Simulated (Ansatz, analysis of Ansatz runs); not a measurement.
## Interstitial H in bcc V, hop from a tetrahedral to the next tetrahedral site: migration barrier against experiment

How near does this set-up come to the measured migration barrier? Subject: interstitial H in bcc V, hop from a tetrahedral to the next tetrahedral site. Set-up: PBE, 32-site cell, PBE lattice, 420 eV, k: 4x4x4 Gamma-centred, smearing 0.3 eV. The model is a cell of 32 host atoms with 1 H put in. The barrier is the energy of the highest image of a climbing band over the relaxed site that the atom leaves. This set-up takes another sampling or smearing than the usual one for this cell.

**The experiment.** Migration barrier: 0.046 eV, by Gorsky effect and other diffusion measurements (T > 250 K); average of cited values (quoted in “Explainable Machine Learning for Hydrogen Diffusion in Metals and Random Binary Alloys”, 2023, G. M. Lu et al., quoting earlier work (1983)). The calculation is set beside it at the end.

Main program and level: Ansatz 0.2.0; plane-wave PAW DFT, PBE; relaxation of all atoms of a defect supercell.

## (1) The starting structure

The cell holds 33 atoms: 32 V and 1 H. Its edges and angles: a = 8.475 Å, b = 8.475 Å, c = 8.475 Å, α = 60.0°, β = 60.0°, γ = 60.0°. It derives from V (space group Im-3m). Nearest the centre at fractional (0.312, 0.438, 0.562): H33 at 0.00 Å, V7 at 1.67 Å, V29 at 1.67 Å, V14 at 1.67 Å, V4 at 1.67 Å, V11 at 2.70 Å, V13 at 2.70 Å, V8 at 2.70 Å.

The host's primitive cell comes from a first run (plane-wave PAW DFT, PBE; relaxation of the host's cell and atoms): vectors of 2.595, 2.595 and 2.595 Å. That is 13.45 Å³ an atom, 3.2 % under the diffraction cell's volume. The supercell is built on it.

## (2) Relaxation, charge 0

A barrier counts from a true minimum, so both ends of the jump are relaxed first.

Contents of start/input.yaml:

```yaml
relax:
  f_tol: 0.02
  max_steps: 80
  escape_saddle: false
crystal:
  lattice:
    - [0.0, 5.99246225, 5.99246225]
    - [5.99246225, 0.0, 5.99246225]
    - [5.99246225, 5.99246225, 0.0]
  atoms:
    - { symbol: V, position: [0.0, 0.0, 0.0] }
    - { symbol: V, position: [0.125, 0.125, 0.125] }
    - { symbol: V, position: [0.25, 0.25, 0.25] }
    - { symbol: V, position: [0.375, 0.375, 0.375] }
    - { symbol: V, position: [0.0, 0.0, 0.5] }
    - { symbol: V, position: [0.125, 0.125, 0.625] }
    - { symbol: V, position: [0.25, 0.25, 0.75] }
    - { symbol: V, position: [0.375, 0.375, 0.875] }
    - { symbol: V, position: [0.0, 0.5, 0.0] }
    - { symbol: V, position: [0.125, 0.625, 0.125] }
    - { symbol: V, position: [0.25, 0.75, 0.25] }
    - { symbol: V, position: [0.375, 0.875, 0.375] }
    - { symbol: V, position: [0.0, 0.5, 0.5] }
    - { symbol: V, position: [0.125, 0.625, 0.625] }
    - { symbol: V, position: [0.25, 0.75, 0.75] }
    - { symbol: V, position: [0.375, 0.875, 0.875] }
    - { symbol: V, position: [0.5, 0.0, 0.0] }
    - { symbol: V, position: [0.625, 0.125, 0.125] }
    - { symbol: V, position: [0.75, 0.25, 0.25] }
    - { symbol: V, position: [0.875, 0.375, 0.375] }
    - { symbol: V, position: [0.5, 0.0, 0.5] }
    - { symbol: V, position: [0.625, 0.125, 0.625] }
    - { symbol: V, position: [0.75, 0.25, 0.75] }
    - { symbol: V, position: [0.875, 0.375, 0.875] }
    - { symbol: V, position: [0.5, 0.5, 0.0] }
    - { symbol: V, position: [0.625, 0.625, 0.125] }
    - { symbol: V, position: [0.75, 0.75, 0.25] }
    - { symbol: V, position: [0.875, 0.875, 0.375] }
    - { symbol: V, position: [0.5, 0.5, 0.5] }
    - { symbol: V, position: [0.625, 0.625, 0.625] }
    - { symbol: V, position: [0.75, 0.75, 0.75] }
    - { symbol: V, position: [0.875, 0.875, 0.875] }
    - { symbol: H, position: [0.3125, 0.4375, 0.5625] }
basis:
  ecutwfc: 420
  xc_grid: 2
hamiltonian:
  xc: pbe
kpoints:
  mp_grid: { grid: [4, 4, 4] }
scf:
  occupations: { method: methfessel_paxton, width: 0.3 }
  max_iter: 120
output:
  forces: true
checkpoint:
  write: "../start.run"
  compress: false
  write_wavefunctions: true
  write_every: 100000
```

The run is started by

```console
$ ansatz run input.yaml --threads 4 --pin off --max-ram 14131MiB --backend cpu --events-out ev --progress --plain --runs-dir out
```

Numbers of over 12 decimals in the logs are rounded to 6 here.

What it wrote:

```text
[... repeated set-up lines and file paths are left out, and long positions are rounded to six places ...]
band count auto-derived: 252 (N_el = 417.0; filled up to band 209; 251 by the electrons, moments and atoms)
Engine: ansatz 0.2.0, aarch64-unknown-linux-gnu
Pseudopotentials: kind: paw
Pseudopotential: V, paw, valence charge 13, recommended cutoff 420 eV (normal), V.paw.azcp
Pseudopotential: H, paw, valence charge 1, recommended cutoff 420 eV (normal), H.paw.azcp
Functional definition: PBE
  parameter kappa = 0.804
  parameter beta = 0.066725
  exchange = pbe_x(kappa = kappa, mu = beta*pi^2/3)
  correlation = pbe_c(beta = beta)
Crystal: 33 atoms, lattice volume = 430.374 Å³
Basis set: ecut = 420 eV, 8393 PW (Γ), exchange–correlation on 120×120×120 points (8 copies of the dense FFT grid, shifted against one another)
Bands: 252, of which v1, the nominal top of the filled ones, is band 209 counted from 1 (208 counted from 0)
Symmetry: 8 space group operations
Space group: I-42m (ITA 121), of the structure as read, at distance tolerance 7.6e-5 Å
k-points: 13 of 64 (time reversal used)
Non-local potential: V, projectors of the file, l = 0: 3, l = 1: 2, l = 2: 3, l = 3: 1
Non-local potential: H, projectors of the file, l = 0: 2, l = 1: 1
PAW form: soft (Blöchl's): semilocal exchange-correlation on the pseudo side does not see the compensation charge
PAW one-centre angular grid: V, 590 points (default); XC on 64 Gauss nodes
PAW one-centre angular grid: H, 110 points (default); XC on 64 Gauss nodes
Initial density: superposition of atomic densities (neutral atoms: chi_scale 0, normalization atom), corrected by the library's trained network
Initial wavefunctions: pseudopotential atomic-orbital guess
Functional: x = pbe(κ = 0.804, μ = 0.219515), c = pbe(β = 0.066725)
SCF iter   1: F=—  HF=-93213.124862 eV  |F-HF|=—  |Δ(HF+E_count)|=         —  Δρ=5.91e-3  dr2=1.67e-1  ethr=1.77e-3  ⟨swp⟩=6.7  Hψ=11508  notcnv=0
preconditioner: auto → Kerker (q_TF=auto, 2.714 Å⁻¹)  [metal: Δε(μ)=0.001 eV  Ē_g=3.074 eV  σ=0.300 eV  W_gap=0.00  n_scr=136 (ndim 8)  ℏωp=22.7 eV  f_vac=0.000  D(μ)=57.28/eV (n_scr^D=868)]
SCF iter   2: F=—  HF=-93213.127979 eV  |F-HF|=—  |Δ(HF+E_count)|=   3.12e-3  S|Δr|=    0.00e0  Δρ=3.22e-3  dr2=3.82e-2  ethr=4.00e-5  ⟨swp⟩=2.0  Hψ=4367  notcnv=0
SCF iter   3: F=—  HF=-93213.128649 eV  |F-HF|=—  |Δ(HF+E_count)|=   6.70e-4  S|Δr|=    0.00e0  Δρ=6.27e-4  dr2=9.71e-4  ethr=9.16e-6  ⟨swp⟩=1.8  Hψ=3367  notcnv=0
SCF iter   4: F=—  HF=-93213.129365 eV  |F-HF|=—  |Δ(HF+E_count)|=   7.16e-4  S|Δr|=    0.00e0  Δρ=1.88e-4  dr2=9.18e-5  ethr=2.33e-7  ⟨swp⟩=2.7  Hψ=6381  notcnv=0
SCF iter   5: F=-93213.129378 eV  HF=-93213.129377 eV  |F-HF|=2.96e-7  |Δ(HF+E_count)|=   1.24e-5  S|Δr|=    0.00e0  Δρ=3.47e-5  dr2=3.15e-6  ethr=2.40e-9  ⟨swp⟩=4.0  Hψ=9358  notcnv=0
SCF 1 converged in 5 iterations: F = -93213.129378 eV  dr2 = 3.15e-6
  greatest PAW one-centre occupation: 1.000 electrons in one spin orbital (limit 2), on the V atom at site 31 (counted from 0), in its partial waves of l = 0
relax step   1: F+E_penalty+E_count = -93213.12937762 eV  Δ(F+E_penalty+E_count) = +0.000e0 eV  max|allowed force component| = 1.161e0 eV/Å  Δτ_max = 0.0000 Å  (5 SCF iters, dr2 threshold 1.00e-5 eV, accepted)
[... the SCF cycles and remarks between the steps are left out from here to the last step ...]
relax step   2: F+E_penalty+E_count = -93213.31617419 eV  Δ(F+E_penalty+E_count) = -1.868e-1 eV  max|allowed force component| = 4.593e-1 eV/Å  Δτ_max = 0.0493 Å  (5 SCF iters, dr2 threshold 8.42e-5 eV, accepted)
relax step   3: F+E_penalty+E_count = -93213.36363435 eV  Δ(F+E_penalty+E_count) = -4.746e-2 eV  max|allowed force component| = 3.262e-2 eV/Å  Δτ_max = 0.0385 Å  (6 SCF iters, dr2 threshold 1.32e-5 eV, accepted)
SCF iter   1: F=—  HF=-93213.365071 eV  |F-HF|=—  |Δ(HF+E_count)|=         —  Δρ=9.64e-4  dr2=1.16e-2  ethr=8.68e-5  ⟨swp⟩=4.0  Hψ=5654  notcnv=0  defer=11
SCF iter   2: F=—  HF=-93213.364390 eV  |F-HF|=—  |Δ(HF+E_count)|=   6.81e-4  S|Δr|=    0.00e0  Δρ=4.70e-4  dr2=3.12e-3  ethr=2.79e-6  ⟨swp⟩=1.0  Hψ=3770  notcnv=0  defer=10
SCF iter   3: F=—  HF=-93213.364004 eV  |F-HF|=—  |Δ(HF+E_count)|=   3.85e-4  S|Δr|=    0.00e0  Δρ=8.97e-5  dr2=7.09e-5  ethr=7.48e-7  ⟨swp⟩=2.0  Hψ=4173  notcnv=0  defer=10
SCF iter   4: F=—  HF=-93213.364653 eV  |F-HF|=—  |Δ(HF+E_count)|=   6.48e-4  S|Δr|=    0.00e0  Δρ=2.24e-5  dr2=4.60e-6  ethr=1.70e-8  ⟨swp⟩=3.0  Hψ=4459  notcnv=0  defer=10
SCF iter   5: F=—  HF=-93213.364652 eV  |F-HF|=—  |Δ(HF+E_count)|=   6.90e-7  S|Δr|=    0.00e0  Δρ=5.25e-6  dr2=1.09e-7  ethr=1.10e-9  ⟨swp⟩=2.8  Hψ=4597  notcnv=0  defer=10
SCF iter   6: F=-93213.364652 eV  HF=-93213.364652 eV  |F-HF|=2.96e-8  |Δ(HF+E_count)|=   1.59e-8  S|Δr|=    0.00e0  Δρ=2.69e-6  dr2=3.55e-8  ethr=2.40e-11  ⟨swp⟩=5.5  Hψ=10849  notcnv=0
SCF 4 converged in 6 iterations: F = -93213.364652 eV  dr2 = 3.55e-8
relax step   4: F+E_penalty+E_count = -93213.36465203 eV  Δ(F+E_penalty+E_count) = -1.018e-3 eV  max|allowed force component| = 3.851e-3 eV/Å  Δτ_max = 0.0051 Å  (6 SCF iters, accepted)
NSCF: frozen V_eff on 13 k-points
the band table was solved once a step of the walk had ended and its energy, with any forces and stress, was formed, with the checks that follow a solve (12026 applications of the Hamiltonian). They found nothing against the state; [...]
SCF converged after 6 iterations
Stability not checked: this state was not tested for a lower state beside it, because cold or Methfessel-Paxton smearing, or corrected tetrahedra, fill the levels in a way that the test cannot read (fill_not_monotonic; see scf.lower_state_search)
Free energy (F): -93213.364652 eV
Harris-Foulkes:  -93213.364652 eV  (|F-HF|=2.96e-8)
Internal energy: -93213.289090 eV  (E = F + TS)
E sigma→0 (E₀):  -93213.345762 eV
Entropy (-TS):   -0.075562 eV (-2.290 meV/atom)
Fermi energy:    16.605088 eV
--- Per-component energies (eV) ---
  E_band       = -4586.460591
  E_kinetic    = 10788.850435
  E_local      = -28546.515370  (includes V_loc(G=0)·N_el)
  E_nonlocal   = -1458.107578
  E_hartree    = 13135.429505
  E_xc         = -4189.069430
  E_vxc        = -5311.499757  (∫ρ·V_xc dr)
  E_paw        = -35608.479682  (= ΣΔE_a)
  E_vpaw       = -6330.072293  (= ΣTr[D̂ρ^β])
  E_aug_tail   = 0.006836  (compensation charges beyond the density's cutoff)
  E_ewald      = -47335.403806
  E_smearing   = -0.075562  (= −TS)
  E_closure    = 0.000000  (closes the sum)
  Σ components = -93213.364652   (vs F -93213.364652, Δ=0.00e0)
--- Forces (eV/Å), atoms counted from 1 ---
  atom   1  V      0.00000000    -0.00090348     0.00095915
  atom   2  V     -0.00144510    -0.00004708     0.00364762
  atom   3  V      0.00364762     0.00004708     0.00144510
  atom   4  V      0.00385056    -0.00063587     0.00000000
  atom   5  V     -0.00364762     0.00004708    -0.00144510
  atom   6  V      0.00037024     0.00046882    -0.00111471
  atom   7  V     -0.00000000     0.00063587     0.00385056
  atom   8  V      0.00344931     0.00343871     0.00000000
  atom   9  V      0.00111471    -0.00046882     0.00037024
  atom  10  V      0.00282515    -0.00173254     0.00000000
  atom  11  V      0.00000000    -0.00343871     0.00344931
  atom  12  V     -0.00037024     0.00046882     0.00111471
  atom  13  V      0.00000000    -0.00343871    -0.00344931
  atom  14  V     -0.00385056    -0.00063587    -0.00000000
  atom  15  V      0.00111471    -0.00046882    -0.00037024
  atom  16  V      0.00144510    -0.00004708     0.00364762
  atom  17  V     -0.00000000     0.00173254     0.00282515
  atom  18  V      0.00095915     0.00090348     0.00000000
  atom  19  V     -0.00111471    -0.00046882    -0.00037024
  atom  20  V      0.00144510    -0.00004708    -0.00364762
  atom  21  V     -0.00111471    -0.00046882     0.00037024
  atom  22  V     -0.00344931     0.00343871    -0.00000000
  atom  23  V     -0.00000000     0.00173254    -0.00282515
  atom  24  V     -0.00037024     0.00046882    -0.00111471
  atom  25  V      0.00364762     0.00004708    -0.00144510
  atom  26  V      0.00037024     0.00046882     0.00111471
  atom  27  V      0.00000000    -0.00090348    -0.00095915
  atom  28  V     -0.00282515    -0.00173254     0.00000000
  atom  29  V     -0.00000000     0.00063587    -0.00385056
  atom  30  V     -0.00144510    -0.00004708    -0.00364762
  atom  31  V     -0.00364762     0.00004708     0.00144510
  atom  32  V     -0.00095915     0.00090348     0.00000000
  atom  33  H      0.00000000     0.00000000     0.00000000
  max |Σ_I F_I| component: 2.66e-18 eV/Å
--- Band table (eV; the first three rows and the last of 13) ---
  k-point 0: bands = ["-47.0941", "-46.9809", "-46.9809", "-46.9720", [... 244 left out ...] "19.0413", "19.0430", "19.0430", "19.0514"]
  k-point 1: bands = ["-47.0832", "-47.0118", "-46.9842", "-46.9754", [... 244 left out ...] "18.9550", "18.9666", "18.9699", "18.9722"]
  [... further k-points left out ...]
--- Relaxed structure (4 steps of the walk, 4 accepted, 0 SCFs on fresh bases) ---
  F+E_penalty+E_count = -93213.36465203 eV   max|allowed force component| = 3.851e-3 eV/Å
  atoms:
    - { symbol: V, position: [-3.097678836569309e-5, -0.000238, 0.000238] }
    - { symbol: V, position: [0.124684, 0.123297, 0.125999] }
    - { symbol: V, position: [0.251020, 0.249684, 0.248297] }
    - { symbol: V, position: [0.377461, 0.372539, 0.364811] }
    - { symbol: V, position: [-0.001703, 0.000999, 0.501020] }
    - { symbol: V, position: [0.124451, 0.124041, 0.626450] }
    - { symbol: V, position: [0.247539, 0.239811, 0.760189] }
    - { symbol: V, position: [0.375482, 0.374518, 0.877580] }
    - { symbol: V, position: [-0.000959, 0.501450, 5.818743625979339e-5] }
    - { symbol: V, position: [0.124544, 0.625456, 0.124812] }
    - { symbol: V, position: [0.249518, 0.752580, 0.247420] }
    - { symbol: V, position: [0.376450, 0.875058, 0.374451] }
    - { symbol: V, position: [-0.002580, 0.500482, 0.499518] }
    - { symbol: V, position: [0.114811, 0.635189, 0.627461] }
    - { symbol: V, position: [0.248550, 0.750959, 0.750549] }
    - { symbol: V, position: [0.373980, 0.874001, 0.876703] }
    - { symbol: V, position: [0.500456, -0.000188, 0.000188] }
    - { symbol: V, position: [0.625031, 0.124969, 0.124762] }
    - { symbol: V, position: [0.750058, 0.249451, 0.249041] }
    - { symbol: V, position: [0.875999, 0.376020, 0.374684] }
    - { symbol: V, position: [0.500549, -5.818743625979339e-5, 0.498550] }
    - { symbol: V, position: [0.627580, 0.122420, 0.625482] }
    - { symbol: V, position: [0.750188, 0.249544, 0.750456] }
    - { symbol: V, position: [0.874942, 0.373550, 0.875959] }
    - { symbol: V, position: [0.500316, 0.498980, -0.000999] }
    - { symbol: V, position: [0.625959, 0.625549, 0.124942] }
    - { symbol: V, position: [0.750238, 0.750031, 0.249969] }
    - { symbol: V, position: [0.874812, 0.875188, 0.374544] }
    - { symbol: V, position: [0.510189, 0.502461, 0.497539] }
    - { symbol: V, position: [0.626703, 0.625316, 0.623980] }
    - { symbol: V, position: [0.749001, 0.751703, 0.750316] }
    - { symbol: V, position: [0.874762, 0.875238, 0.875031] }
    - { symbol: H, position: [0.312500, 0.437500, 0.5625] }
```

The job ended after 2.8 min (4 threads of Arm Neoverse V2, shared host; peak memory 3.3 GiB).

Relaxation path:

| step | energy less that of the first step (eV) | largest force component (eV/Å) |
| --- | --- | --- |
| 1 | 0.0000 | 1.1609 |
| 2 | -0.1868 | 0.4593 |
| 3 | -0.2343 | 0.0326 |
| 4 | -0.2353 | 0.0039 |

Forces are held to the 8 operations that the run works with; a distortion that breaks them can't arise in this run.

The atoms that moved most (Å):

| atom | dx | dy | dz | length |
| --- | --- | --- | --- | --- |
| V4 | -0.076 | -0.046 | 0.000 | 0.089 |
| V7 | 0.000 | 0.046 | -0.076 | 0.089 |
| V29 | 0.000 | 0.046 | 0.076 | 0.089 |
| V14 | 0.076 | -0.046 | 0.000 | 0.089 |
| V13 | 0.000 | -0.018 | -0.013 | 0.022 |
| V11 | 0.000 | -0.018 | 0.013 | 0.022 |
| V22 | -0.013 | 0.018 | 0.000 | 0.022 |
| V8 | 0.013 | 0.018 | 0.000 | 0.022 |

Neighbours of H33 at the end:

| atom | distance (Å) |
| --- | --- |
| V29 | 1.763 |
| V14 | 1.763 |
| V7 | 1.763 |
| V4 | 1.763 |
| V22 | 2.723 |
| V8 | 2.723 |
| V11 | 2.723 |
| V13 | 2.723 |

Numbers from this step:

| Item | Value |
| --- | --- |
| free energy | -93213.3647 eV |
| smearing term TS | 0.07556 eV |

The series, run alike:

| run | outcome | energy less the first (eV) | moment (μB) | time |
| --- | --- | --- | --- | --- |
| relaxation, charge 0 | converged | 0.0000 | 0.00 | 2.8 min |
| relaxation, charge 0 | converged | 0.0000 | 0.00 | 2.8 min |

The relaxation ends 7.1 meV an atom lower, with a largest force component of 0.0039 eV/Å.

(Continued in part 2 of 2.)

[Logs are printed without paths, hosts, clocks, repeated set-up lines and the standing remarks that a program may print on its own settings, such as how far it seeks lower states.]

[Hosts, paths, dates, database ids (printed as entryN), source tags and the programs' standing remarks are cut or masked in the printed files.]

[For some hosts the program warned that the k-mesh of the response run may be too coarse for force constants and the static dielectric constant; such warnings are not shown here.]
